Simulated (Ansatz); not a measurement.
**NaB (Fm-3m): phonons and vibrational spectra**

Wanted: phonon frequencies of NaB (Fm-3m) and what follows from them.

Program: Ansatz 0.2.0. Level of theory: DFT PBEsol, scalar-relativistic, plane waves, PAW. Results are calculated unless marked as measured.

## Step 1: The structure

It takes space group Fm-3m (No. 225, cubic). Conventional cell: a = 5.368 Å, b = 5.368 Å, c = 5.368 Å, α = 90.00°, β = 90.00°, γ = 90.00°. Na has 6 B at 2.68 Å nearest. Nearest to B lie 6 Na at 2.68 Å. Farther neighbours are not listed.

## Step 2: Relaxation

Harmonic phonons are second derivatives at a point where the forces vanish, and they are wanted at zero stress, so atoms and cell are relaxed first.

Input file input.yaml:

```yaml
crystal:
  lattice:
    - [0.0, 2.683869, 2.683869]
    - [2.683869, 0.0, 2.683869]
    - [2.683869, 2.683869, 0.0]
  atoms:
    - { symbol: Na, position: [0.0, 0.0, 0.0] }
    - { symbol: B, position: [0.5, 0.5, 0.5] }
kpoints:
  mp_grid: { grid: [12, 12, 12] }
hamiltonian:
  xc: pbesol
scf:
  occupations: { method: gaussian, width: 0.1 }
output:
  forces: true
  stress: true
  eigenvalues: true
relax:
  adjacent_minimum: "off"
  f_tol: 0.005
  max_steps: 80
  cell: { stress_tol: 0.05 }
```

Command:

```sh
$ ansatz run input.yaml --threads 4 --pin off --max-ram 7168MiB --backend cpu --events-out ev --progress --plain --runs-dir out
```

Numbers of over 12 decimals in the logs are rounded to 6 here.

What it wrote:

```text
Engine: ansatz 0.2.0, x86_64-unknown-linux-gnu
Pseudopotentials: kind: paw
Pseudopotential: Na, paw, valence charge 9, recommended cutoff 420 eV (normal), Na.paw.azcp
Pseudopotential: B, paw, valence charge 3, recommended cutoff 420 eV (normal), B.paw.azcp
Functional definition: PBEsol
  exchange = pbesol_x
  correlation = pbesol_c
Crystal: 2 atoms, lattice volume = 38.665 Å³
Basis set: ecut = 420 eV, 749 PW (Γ), exchange–correlation on 54×54×54 points (8 copies of the dense FFT grid, shifted against one another)
Bands: 10, of which v1, the nominal top of the filled ones, is band 6 counted from 1 (5 counted from 0)
Symmetry: 48 space group operations
Space group: Fm-3m (ITA 225), of the structure as read, at distance tolerance 3.4e-5 Å
k-points: 72 of 1728
Non-local potential: Na, projectors of the file, l = 0: 3, l = 1: 2, l = 2: 1
Non-local potential: B, projectors of the file, l = 0: 2, l = 1: 2, l = 2: 1
PAW form: soft (Blöchl's): semilocal exchange-correlation on the pseudo side does not see the compensation charge
PAW frozen core: Na, regenerated for the run's functional, and the local potential with it (the file was generated under x = pbe(κ = 0.804, μ = 0.219515), c = pbe(β = 0.066725))
PAW frozen core: B, regenerated for the run's functional, and the local potential with it (the file was generated under x = pbe(κ = 0.804, μ = 0.219515), c = pbe(β = 0.066725))
PAW one-centre angular grid: Na, 110 points (default); XC on 64 Gauss nodes
PAW one-centre angular grid: B, 110 points (default); XC on 64 Gauss nodes
Initial density: superposition of atomic densities (neutral atoms: chi_scale 0, normalization atom), corrected by the library's trained network
Initial wavefunctions: pseudopotential atomic-orbital guess
Functional: x = pbesol(κ = 0.804, μ = 0.123457), c = pbesol(β = 0.046)
SCF iter   1: F=—  HF=-1624.678399 eV  |F-HF|=—  |Δ(HF+E_count)|=         —  Δρ=3.02e-3  dr2=2.25e-3  ethr=1.77e-3  ⟨swp⟩=5.2  Hψ=3966  notcnv=0
preconditioner: auto → none  [metal: Δε(μ)=0.057 eV  Ē_g=7.874 eV  σ=0.100 eV  W_gap=0.30  n_scr=8 (ndim 8)  ℏωp=11.9 eV  f_vac=0.000  D(μ)=1.06/eV (n_scr^D=8)  sad-step TF]
SCF iter   2: F=—  HF=-1624.676753 eV  |F-HF|=—  |Δ(HF+E_count)|=   1.65e-3  Δρ=9.53e-4  dr2=3.29e-4  ethr=1.87e-5  ⟨swp⟩=2.3  Hψ=1701  notcnv=0
SCF iter   3: F=—  HF=-1624.676631 eV  |F-HF|=—  |Δ(HF+E_count)|=   1.22e-4  Δρ=2.33e-4  dr2=1.79e-5  ethr=2.75e-6  ⟨swp⟩=2.0  Hψ=1104  notcnv=0
SCF iter   4: F=—  HF=-1624.676627 eV  |F-HF|=—  |Δ(HF+E_count)|=   4.51e-6  Δρ=1.52e-4  dr2=1.06e-5  ethr=1.49e-7  ⟨swp⟩=2.0  Hψ=1138  notcnv=0
SCF iter   5: F=—  HF=-1624.676622 eV  |F-HF|=—  |Δ(HF+E_count)|=   4.36e-6  Δρ=5.74e-5  dr2=1.41e-6  ethr=8.84e-8  ⟨swp⟩=1.8  Hψ=794  notcnv=0
SCF iter   6: F=-1624.676622 eV  HF=-1624.676622 eV  |F-HF|=4.82e-10  |Δ(HF+E_count)|=   7.03e-7  Δρ=1.83e-6  dr2=1.37e-9  ethr=8.33e-10  ⟨swp⟩=3.3  Hψ=2840  notcnv=0
SCF 1 converged in 6 iterations: F = -1624.676622 eV  dr2 = 1.37e-9
  greatest PAW one-centre occupation: 0.999 electrons in one spin orbital (limit 2), on the Na atom at site 0 (counted from 0), in its partial waves of l = 0
relax step   1: F+E_penalty+E_count = -1624.67662161 eV  Δ(F+E_penalty+E_count) = +0.000e0 eV  max|allowed force component| = 1.504e-30 eV/Å  Δτ_max = 0.0000 Å  P = -0.943 GPa  Ω = 38.665 Å³  (6 SCF iters, dr2 threshold 1.00e-7 eV, accepted)
Crystal: 2 atoms, lattice volume = 37.541 Å³
Basis set: ecut = 420 eV, 725 PW (Γ), exchange–correlation on 54×54×54 points (8 copies of the dense FFT grid, shifted against one another)
Initial density: handed on by an earlier stage of this run
Initial wavefunctions: those handed on with the density
iter 1 solved again at ethr=4.25e-7 eV; its pass at ethr=3.10e-3 eV (dr2=5.10e-5 eV) is discarded
SCF iter   1: F=—  HF=-1624.680797 eV  |F-HF|=—  |Δ(HF+E_count)|=         —  Δρ=3.27e-4  dr2=4.54e-5  ethr=4.25e-7  ⟨swp⟩=2.0  Hψ=5528  notcnv=0
preconditioner: auto → none  [metal: Δε(μ)=0.057 eV  Ē_g=7.989 eV  σ=0.100 eV  W_gap=0.30  n_scr=8 (ndim 8)  ℏωp=12.1 eV  f_vac=0.000  D(μ)=1.13/eV (n_scr^D=8)]
SCF iter   2: F=—  HF=-1624.680770 eV  |F-HF|=—  |Δ(HF+E_count)|=   2.69e-5  Δρ=1.06e-4  dr2=2.31e-6  ethr=3.78e-7  ⟨swp⟩=1.8  Hψ=836  notcnv=0
SCF iter   3: F=-1624.680768 eV  HF=-1624.680768 eV  |F-HF|=2.57e-8  |Δ(HF+E_count)|=   1.28e-6  Δρ=3.09e-5  dr2=1.07e-7  ethr=1.67e-9  ⟨swp⟩=5.8  Hψ=3509  notcnv=0
SCF 2 converged in 3 iterations: F = -1624.680768 eV  dr2 = 1.07e-7
relax step   2: F+E_penalty+E_count = -1624.68076839 eV  Δ(F+E_penalty+E_count) = -4.147e-3 eV  max|allowed force component| = 1.298e-30 eV/Å  Δτ_max = 0.0000 Å  P = -0.158 GPa  Ω = 37.541 Å³  energy of the carried Pulay correction = +2.189e-4 eV  (3 SCF iters, dr2 threshold 2.00e-7 eV, accepted)
Crystal: 2 atoms, lattice volume = 37.323 Å³
iter 1 solved again at ethr=2.72e-8 eV; its pass at ethr=3.10e-3 eV (dr2=3.27e-6 eV) is discarded
SCF iter   1: F=—  HF=-1624.680921 eV  |F-HF|=—  |Δ(HF+E_count)|=         —  Δρ=8.80e-5  dr2=2.36e-6  ethr=2.72e-8  ⟨swp⟩=2.0  Hψ=5157  notcnv=0
preconditioner: auto → none  [metal: Δε(μ)=0.057 eV  Ē_g=8.012 eV  σ=0.100 eV  W_gap=0.30  n_scr=8 (ndim 8)  ℏωp=12.2 eV  f_vac=0.000  D(μ)=1.15/eV (n_scr^D=8)]
SCF iter   2: F=—  HF=-1624.680913 eV  |F-HF|=—  |Δ(HF+E_count)|=   7.28e-6  Δρ=3.63e-5  dr2=2.00e-7  ethr=1.96e-8  ⟨swp⟩=1.8  Hψ=828  notcnv=0
SCF iter   3: F=-1624.680913 eV  HF=-1624.680913 eV  |F-HF|=1.37e-9  |Δ(HF+E_count)|=   7.44e-8  Δρ=9.61e-6  dr2=1.10e-8  ethr=5.18e-10  ⟨swp⟩=5.0  Hψ=3317  notcnv=0
SCF 3 converged in 3 iterations: F = -1624.680913 eV  dr2 = 1.10e-8
relax step   3: F+E_penalty+E_count = -1624.68091321 eV  Δ(F+E_penalty+E_count) = -1.448e-4 eV  max|allowed force component| = 7.889e-31 eV/Å  Δτ_max = 0.0000 Å  P = +0.009 GPa  Ω = 37.323 Å³  energy of the carried Pulay correction = +2.620e-4 eV  (3 SCF iters, dr2 threshold 6.22e-8 eV, accepted)
Initial wavefunctions: pseudopotential atomic-orbital guess (no wavefunctions were taken with the density)
iter 1 solved again at ethr=2.86e-7 eV; its pass at ethr=3.10e-3 eV (dr2=3.43e-5 eV) is discarded
SCF iter   1: F=—  HF=-1624.680695 eV  |F-HF|=—  |Δ(HF+E_count)|=         —  Δρ=2.11e-5  dr2=2.50e-8  ethr=2.86e-7  ⟨swp⟩=3.0  Hψ=5970  notcnv=0
eigensolver tolerance schedule: the retry pair's looser diagonalisation over-reported the residual by 1371.81 of it (diagonalisation noise at 0.14 of the residual, at the tolerance the schedule requests for it); recorded, not acted on — ethr = c·dr2/N_el stays at c = 1.0e-1
SCF iter   2: F=—  HF=-1624.680689 eV  |F-HF|=—  |Δ(HF+E_count)|=   6.76e-6  Δρ=1.04e-5  dr2=5.83e-9  ethr=2.08e-10  ⟨swp⟩=2.2  Hψ=1137  notcnv=0
SCF iter   3: F=—  HF=-1624.680689 eV  |F-HF|=—  |Δ(HF+E_count)|=   4.37e-8  Δρ=1.13e-6  dr2=9.07e-11  ethr=4.86e-11  ⟨swp⟩=2.3  Hψ=959  notcnv=0
SCF iter   4: F=-1624.680689 eV  HF=-1624.680689 eV  |F-HF|=1.36e-12  |Δ(HF+E_count)|=  5.06e-10  Δρ=7.59e-8  dr2=1.02e-12  ethr=1.00e-12  ⟨swp⟩=6.1  Hψ=3022  notcnv=0
SCF 4 converged in 4 iterations: F = -1624.680689 eV  dr2 = 1.02e-12
relax step   4: F+E_penalty+E_count = -1624.68068870 eV  Δ(F+E_penalty+E_count) = +2.245e-4 eV  max|allowed force component| = 5.875e-31 eV/Å  Δτ_max = 0.0000 Å  P = +0.002 GPa  Ω = 37.323 Å³  stress off target by 2.12e-3 GPa  SCF on the basis re-selected at this cell (its energy is not comparable with the rows above)  (4 SCF iters)
basis re-selected at this cell: Δ(F+E_penalty+E_count) = +2.245e-4 eV, ΔP = -0.007 GPa vs the last step (what re-selecting the basis moved, of the pressure what is left beyond the Pulay correction that the steps carried, after the strain that the cell walked since its last selection, with what the two solves' SCF thresholds leave and, on support functions, any second-order correction that the steps lacked; it is no m [...]
SCF converged after 4 iterations
Free energy (F): -1624.680689 eV
Harris-Foulkes:  -1624.680689 eV  (|F-HF|=1.36e-12)
Internal energy: -1624.674929 eV  (E = F + TS)
E sigma→0 (E₀):  -1624.677809 eV
Entropy (-TS):   -0.005760 eV (-2.880 meV/atom)
Fermi energy:    2.879162 eV
--- Per-component energies (eV) ---
  E_band       = -216.930242
  E_kinetic    = 155.891220
  E_local      = -1374.909768  (includes V_loc(G=0)·N_el)
  E_nonlocal   = 131.887304
  E_hartree    = 496.437863
  E_xc         = -65.644927
  E_vxc        = -81.598779  (∫ρ·V_xc dr)
  E_paw        = -328.508554  (= ΣΔE_a)
  E_vpaw       = -41.075885  (= ΣTr[D̂ρ^β])
  E_aug_tail   = -0.000041  (compensation charges beyond the density's cutoff)
  E_ewald      = -639.897430
  E_core_change = 0.069405  (= ΣΔE_core)
  E_smearing   = -0.005760  (= −TS)
  E_closure    = -0.000000  (closes the sum)
  Σ components = -1624.680689   (vs F -1624.680689, Δ=0.00e0)
--- Forces (eV/Å), atoms counted from 1 ---
  atom   1  Na    -0.00000000     0.00000000     0.00000000
  atom   2  B      0.00000000    -0.00000000    -0.00000000
  max |Σ_I F_I| component: 9.29e-31 eV/Å
--- Stress (GPa, compression-positive) ---
        0.002121       0.000000       0.000000
        0.000000       0.002121       0.000000
        0.000000       0.000000       0.002121
  P = ⅓ Tr σ = 0.0021 GPa (0.021 kbar)
--- Band table (eV; the first three rows and the last of 72) ---
  k-point 0: bands = ["-47.8939", "-19.9813", "-19.9813", "-19.9813", "-4.3871", "5.3619", "5.3619", "5.3619", "10.6505", "13.1471"]
  k-point 1: bands = ["-47.8938", "-19.9847", "-19.9817", "-19.9817", "-4.2993", "5.0282", "5.3102", "5.3102", "10.8378", "12.6327"]
  k-point 2: bands = ["-47.8934", "-19.9937", "-19.9826", "-19.9826", "-4.0415", "4.1930", "5.1761", "5.1761", "10.9915", "12.2933"]
  k-point 71: bands = ["-47.8910", "-20.0113", "-20.0113", "-19.9987", "-1.7163", "2.2905", "2.2905", "3.3625", "11.6554", "12.1297"]
--- Relaxed structure (3 steps of the walk, 3 accepted, 1 SCFs on fresh bases) ---
  F+E_penalty+E_count = -1624.68068870 eV   max|allowed force component| = 5.875e-31 eV/Å   (the final SCF, on the basis selected at the relaxed cell)
  cell:  # Å, volume = 37.3227 Å³
    - [0, 2.652453, 2.652453]
    - [2.652453, 0, 2.652453]
    - [2.652453, 2.652453, 0]
  atoms:
    - { symbol: Na, position: [0, 0, 0] }
    - { symbol: B, position: [0.5, 0.5, 0.5] }
```

Wall time 2.4 s (4 threads of Intel Xeon Platinum 8488C (Sapphire Rapids), shared host); peak memory 0.39 GiB; 6.7 s of CPU time.

Step by step:

```csv
step,energy less that of the first step (eV),largest force component (eV/Å),pressure (GPa),volume (Å³)
1,0.0000,0.0000,-0.94,38.66
2,-0.0041,0.0000,-0.16,37.54
3,-0.0043,0.0000,0.01,37.32
4*,-0.0041,0.0000,0.00,37.32
```

Relaxation steps marked * repeat the geometry before them on a plane-wave basis chosen anew for their cell, so energy and pressure can jump there.

Forces are held to the 48 operations that the run works with; a distortion that breaks them can't arise in this run.

```csv
"conventional cell, symmetrised",before,after,change
a (Å),5.368,5.305,-1.2 %
b (Å),5.368,5.305,-1.2 %
c (Å),5.368,5.305,-1.2 %
volume (Å³/atom),19.33,18.66,-3.5 %
```

Final coordinates:

```
Na B
1.0
     0.00000    2.65245    2.65245
     2.65245    0.00000    2.65245
     2.65245    2.65245    0.00000
Na B
1 1
Direct
  0.00000 0.00000 0.00000
  0.50000 0.50000 0.50000
```

This step gave:

* pressure: 0.002121 GPa
* volume per atom: 18.66 Å³
* gap on the k-mesh: 0 eV

In this step the volume went from 19.33 to 18.66 Å³/atom.

## Step 3: Relaxing to small forces for the phonons

Phonons need a cell at rest on their own settings, so the relaxation is repeated with tight tolerances on forces and stress on the k mesh and occupations of the first response run.

input.yaml, the sections that differ from step 2:

```yaml
crystal:
  lattice:
    - [0.0, 2.6524525913, 2.6524525913]
    - [2.6524525913, 0.0, 2.6524525913]
    - [2.6524525913, 2.6524525913, 0.0]
  atoms:
    - { symbol: Na, position: [0.0, 0.0, 0.0] }
    - { symbol: B, position: [0.5, 0.5, 0.5] }
scf:
  occupations: { method: methfessel_paxton, width: 0.15 }
relax:
  adjacent_minimum: "off"
  f_tol: 0.001
  max_steps: 60
  cell: { stress_tol: 0.01 }
# kpoints, hamiltonian, output: as in step 2
```

What it wrote:

```text
[...]
Crystal: 2 atoms, lattice volume = 37.323 Å³
Basis set: ecut = 420 eV, 725 PW (Γ), exchange–correlation on 54×54×54 points (8 copies of the dense FFT grid, shifted against one another)
Bands: 10, of which v1, the nominal top of the filled ones, is band 6 counted from 1 (5 counted from 0)
Symmetry: 48 space group operations
[...]
k-points: 72 of 1728
[...]
P = ⅓ Tr σ = -0.0044 GPa (-0.044 kbar)
--- Band table (eV; the first three rows and the last of 72) ---
[...]
--- Relaxed structure (1 steps of the walk, 1 accepted, 1 SCFs on fresh bases) ---
[...]
cell:  # Å, volume = 37.3227 Å³
    - [0.0, 2.6524525913, 2.6524525913]
    - [2.6524525913, 0.0, 2.6524525913]
    - [2.6524525913, 2.6524525913, 0.0]
  atoms:
    - { symbol: Na, position: [0.0, 0.0, 0.0] }
    - { symbol: B, position: [0.5, 0.5, 0.5] }
[key lines of the parts left out:]
SCF converged after 5 iterations
Free energy (F): -1624.678184 eV
Fermi energy:    2.880953 eV
```

The job ended after 1.3 s (4 threads; peak memory 0.39 GiB).

Little changed from the start: no atom moved by 0.005 Å and no cell edge by 0.1 %.

Numbers from this step:

* pressure: -0.004366 GPa

The forces vanish by symmetry and the pressure is -0.004 GPa, within the tolerances set. The cell now holds 18.66 Å³/atom.

## Step 4: Zone-centre response

The zone centre comes first: it holds the modes that light can see, as far as symmetry allows. No field response is asked, since the mesh shows no gap.

input.yaml, as its differences from that of step 3:

```diff
@@ -15,9 +15,4 @@
 output:
-  forces: true
-  stress: true
   eigenvalues: true
-relax:
-  adjacent_minimum: "off"
-  f_tol: 0.001
-  max_steps: 60
-  cell: { stress_tol: 0.01 }
+phonons:
+  method: dfpt
```

What it wrote:

```text
[...]
Crystal: 2 atoms, lattice volume = 37.323 Å³
Basis set: ecut = 420 eV, 725 PW (Γ), exchange–correlation on 54×54×54 points (8 copies of the dense FFT grid, shifted against one another)
Bands: 10, of which v1, the nominal top of the filled ones, is band 6 counted from 1 (5 counted from 0)
Symmetry: 48 space group operations
k-points: 163 of 1728 (irreducible under 8 space group operations, time reversal used)
[...]
SCF iter   1: F=—  HF=-1624.680076 eV  |F-HF|=—  |Δ(HF+E_count)|=         —  Δρ=3.16e-3  dr2=2.50e-3  ethr=1.77e-3  ⟨swp⟩=4.9  Hψ=8901  notcnv=0
[...]
SCF iter   8: F=-1624.678184 eV  HF=-1624.678184 eV  |F-HF|=2.50e-12  |Δ(HF+E_count)|=  8.59e-11  S|Δr|=    0.00e0  Δρ=9.71e-8  dr2=3.70e-12  ethr=1.00e-12  ⟨swp⟩=4.0  Hψ=6696  notcnv=0
SCF 1 converged in 8 iterations: F = -1624.678184 eV  dr2 = 3.70e-12
[...]
DFPT response loops at Γ: preconditioner auto → Kerker (q_TF=auto, 2.258 Å⁻¹) (partly filled bands, converged f_vac=0.000); β = 1.00, the filter's whole step (`scf.mixing.beta` (0.50) is not read by the response loops under this deck's `scf.mixing.preconditioner`; to damp them name `kerker` or `kerker_dos`, under which they read `scf.mixing.beta`, and type it under 1.00, their step now; both keys bind the ground state too); Broyden in place of MSR1
SCF converged after 8 iterations
[...]
Free energy (F): -1624.678184 eV
[...]
Internal energy: -1624.677152 eV  (E = F + TS)
E sigma→0 (E₀):  -1624.677926 eV
Entropy (-TS):   -0.001033 eV (-0.516 meV/atom)
Fermi energy:    2.880952 eV
[...]
--- Band table (eV; the first three rows and the last of 163) ---
[...]
--- Phonons (Γ-DFPT): 2 representative perturbations + reference, on 163 of 1728 k-points (Σ response iterations 6) ---
  k mesh reduced under 8 symmetry operations, with k and −k counted as one. Each operation leaves every solved perturbation unchanged. A smaller set is not used because it would not reduce the number of displacements times k-points to solve
  ASR residual: 9.689e-5 → 0.000e0 eV/Å²; symmetrization residual: 2.210e-6 eV/Å²
  ASR residual per site (eV/Å²): 9.69e-5 4.90e-5
  Γ frequencies (cm⁻¹): 0.00 0.00 0.00 305.82 305.82 305.82
  non-analytic LO–TO correction: not included (Born effective charges unavailable; polar crystals: no LO–TO splitting at Γ)
```

Wall time 4.6 s (4 threads); peak memory 0.52 GiB.

In the SCF lines HF is the Harris–Foulkes energy and dr2 the Hartree energy of the density residual, in eV; the loop may stop once dr2 is under the threshold and the program's other checks hold. Hψ counts applications of the Hamiltonian.

Numbers from this step:

- sum-rule residual before enforcement: 9.69e-5 eV/Å²
- point group: m-3m
- highest optical mode at the zone centre (no LO-TO term): 305.8 cm⁻¹
- lowest optical zone-centre mode: 305.8 cm⁻¹

Patterns of degenerate modes are one choice out of their space. The modes at Γ (shares of kinetic energy by element, %):

```csv
mode,frequency (cm⁻¹),symmetry,Na %,B %
1,0.0,acoustic,68,32
2,0.0,acoustic,68,32
3,0.0,acoustic,68,32
4,305.8,T1u,32,68
5,305.8,T1u,32,68
6,305.8,T1u,32,68
```

Displacements in mode 6 (305.8 cm⁻¹), the largest set to 1:
```
Na1  0.00  0.00 -0.47
B2   0.00  0.00  1.00
```

Before it was imposed, the acoustic sum rule was missed by 9.7e-5 eV/Å². Small misses are needed for a sound result but don't prove that mesh and cutoff are converged. The lowest optical mode is real, 306 cm⁻¹.

(Part 1 of 2 ends here.)

[Logs are printed without paths, hosts, clocks, repeated set-up lines and the standing remarks that a program may print on its own settings, such as how far it seeks lower states.]

[Hosts, paths, dates, database ids (printed as entryN), source tags and the programs' standing remarks are cut or masked in the printed files.]
